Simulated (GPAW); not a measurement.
**EuI: exchange couplings by hand from total energies**

Can a spin model with two couplings foretell the energy of a further order of EuI?

Main program and level: GPAW 26.7.0; PBE; plane waves with GPAW's PAW setups, scalar-relativistic.

## (1) The starting structure

Symmetry: P-3m1, No. 164, trigonal system. The conventional cell has a = 3.975 Å, b = 3.975 Å, c = 10.362 Å, α = 90.00°, β = 90.00°, γ = 120.00°. Eu has 3 I at 3.03 Å nearest. Nearest to I lie 3 Eu at 3.03 Å. invented: GdBr (P-3m1) with Eu for Gd, I for Br. Farther neighbours and most contacts between anions are not listed.

The cell is a made-up one and need not be a known phase.

## (2) The parallel order

All energies count from this run.

Input file order1.py:

```python
import json
import numpy as np
from ase import Atoms
from ase.parallel import paropen, parprint
from gpaw import GPAW

atoms = Atoms(['Eu', 'Eu', 'I', 'I'],
    cell=[[3.974835, 0.0, 0.0],
         [-1.987418, 3.442308, 0.0],
         [0.0, 0.0, 10.361731]],
    scaled_positions=[[0.66666667, 0.33333333, 0.85941043],
         [0.33333333, 0.66666667, 0.14058957],
         [0.66666667, 0.33333333, 0.33186512],
         [0.33333333, 0.66666667, 0.66813488]],
    pbc=True,
    magmoms=[7.0, 7.0, 0.0, 0.0])
atoms.calc = GPAW(mode={'name': 'pw', 'ecut': 700},
    xc='PBE',
    kpts={'size': (6, 6, 2), 'gamma': True},
    occupations={'name': 'fermi-dirac', 'width': 0.02},
    convergence={'density': 1e-05, 'energy': 1e-05},
    maxiter=200,
    symmetry={'tolerance': 1e-4},
    txt='order1.txt')
e = atoms.get_potential_energy(force_consistent=True)
res = {'free_energy': e, 'energy_sigma0': atoms.get_potential_energy(), 'fermi_energy': atoms.calc.get_fermi_level()}
res['moments'] = atoms.get_magnetic_moments().tolist()
res['total'] = atoms.get_magnetic_moment()
parprint('site moments (muB):', np.round(res['moments'], 3))
parprint(f"total moment: {res['total']:.3f} muB")
parprint(f'free energy: {e:.6f} eV')
atoms.calc.write('order1.gpw')
with paropen('results.json', 'w') as f:
    json.dump(res, f)
```

The run is started by

```
$ OMP_NUM_THREADS=1 mpirun -n 4 gpaw python order1.py > order1.log
```

Numbers of over 12 decimals in the logs are rounded to 6 here.

Log:

```text
site moments (muB): [ 6.678  6.678 -0.026 -0.026]
total moment: 14.972 muB
free energy: -26.258966 eV

--- order1.txt ---
Input parameters:
  mode=PW(ecut=700),
  convergence={'density': 1e-05, 'energy': 1e-05},
  kpts=MonkhorstPack(size=(6, 6, 2), gamma=True),
  maxiter=200,
  occupations=Occupations(name='fermi-dirac', width=0.02),
  symmetry=Symmetry(tolerance=0.0001),
  xc=XC(name='PBE')

[...]
|         19 |         6.353 |     1.000 |         9.660 |     0.000 |
[...]
|         29 |         6.641 |     1.000 |        11.001 |     0.000 |
|         30 |         6.641 |     1.000 |        11.264 |     0.000 |
|         31 |         7.301 |     0.000 |        11.264 |     0.000 |
|        ... |               |           |               |           |
|         41 |        10.639 |     0.000 |        11.933 |     0.000 |

No gap
No difference between direct/indirect transitions

[key lines of the parts left out:]
Free energy:     -26.258966
Converged in 19 steps
dipole moment: (0.000017, 0.000030, 0.000089)  # |e|*Ang
Fermi level: 6.921
```

Elapsed: 58 s, on 4 MPI ranks of Arm Neoverse V1, shared host; peak memory 1.2 GiB; 3.8 min of CPU time.

Spin moment in the augmentation sphere by atom:

| atom | spin moment in the augmentation sphere (μB) |
| --- | --- |
| Eu1 | 6.68 |
| Eu2 | 6.68 |
| I3 | -0.03 |
| I4 | -0.03 |

This step gave:

* magnetization: 14.97 μB
* final state: ferromagnetic

After 19 cycles the largest moment stands at 6.68 μB.

## (3) The orders used for the fit

The other orders were run with the same settings, on meshes that hold the same points. Free energies (smearing 0.02 eV, its entropy term included) are divided by the number of Eu atoms; q is in fractions of the reciprocal vectors of the first run's cell.

| order | atoms | mesh | free energy (eV) | eV per Eu | largest moment (μB) |
| --- | --- | --- | --- | --- | --- |
| F ++ | 4 | 6×6×2 | -26.2590 | -13.1295 | 6.68 |
| AF +- | 4 | 6×6×2 | -26.1656 | -13.0828 | 6.63 |
| AF q=(0,1/2,0) +--+ | 8 | 6×3×2 | -52.1102 | -13.0275 | 6.60 |

## (4) Counting neighbours

With E = −Σ J e_i·e_j over ordered pairs of unit vectors, turning a neighbour from parallel to opposed costs 2J a Eu atom. So an order lies 2 Σ n J over the parallel one, n being the opposed neighbours in each shell.

| shell | distance (Å) | neighbours | opposed in AF +- | opposed in AF q=(0,1/2,0) +--+ | opposed in AF q=(0,1/2,0) +-+- |
| --- | --- | --- | --- | --- | --- |
| J1 | 3.71 | 3 | 3 | 2 | 1 |
| J2 | 3.97 | 6 | 0 | 4 | 4 |
| J3 | 5.44 | 3 | 3 | 0 | 3 |

Only J1 and J2 are kept.

## (5) Solving

```
2 × 3 × J1 = +46.66 meV    (AF +-)
2 × 2 × J1 + 2 × 4 × J2 = +101.94 meV    (AF q=(0,1/2,0) +--+)
J1 = +7.78 meV
J2 = +8.85 meV
```

## (6) The test

The couplings now give the orders that were left out:

```
2 × 1 × (+7.78) + 2 × 4 × (+8.85) = +86.36 meV    (AF q=(0,1/2,0) +-+-)
```

The runs themselves:

| order | atoms | mesh | free energy (eV) | eV per Eu | largest moment (μB) | over the parallel order (meV) | foretold (meV) |
| --- | --- | --- | --- | --- | --- | --- | --- |
| AF q=(0,1/2,0) +-+- | 8 | 6×3×2 | -52.3651 | -13.0913 | 6.64 | +38.20 | +86.36 |

## (7) Results

```json
{"J1 (Eu–Eu at 3.71 Å)": "7.78 meV", "J2 (Eu–Eu at 3.97 Å)": "8.85 meV", "largest miss on the orders left out": "48 meV"}
```

What this shows: The model misses the order left out by 48 meV, 47 % of the span of the orders, so it fails: these couplings alone don't describe the crystal. The first dropped shell that the test feels is J3 at 5.44 Å. The site moments spread by 1.2 % over the orders. In a metal couplings reach far, and the mesh was not tested. The couplings are effective ones: further shells with opposed neighbours are folded into them or show in the miss. No mean-field temperature is given: it needs a model that holds, an unfrustrated order and couplings in all three dimensions. The f shell is half filled, so the spin-only picture is fair. Without a U the functional spreads the 4f electrons too much, so the state and its energies are unreliable.

[Logs and program files are shortened in this print: banners, set-up blocks, solver, clock and traceback lines can be left out without a mark of their own.]

[Logs are printed without paths, hosts, clocks, repeated set-up lines and the standing remarks that a program may print on its own settings, such as how far it seeks lower states.]

[Hosts, paths, dates, database ids (printed as entryN), source tags and the programs' standing remarks are cut or masked in the printed files.]

[Where a cell is said to come from a database of computed structures, the database is the Materials Project.]
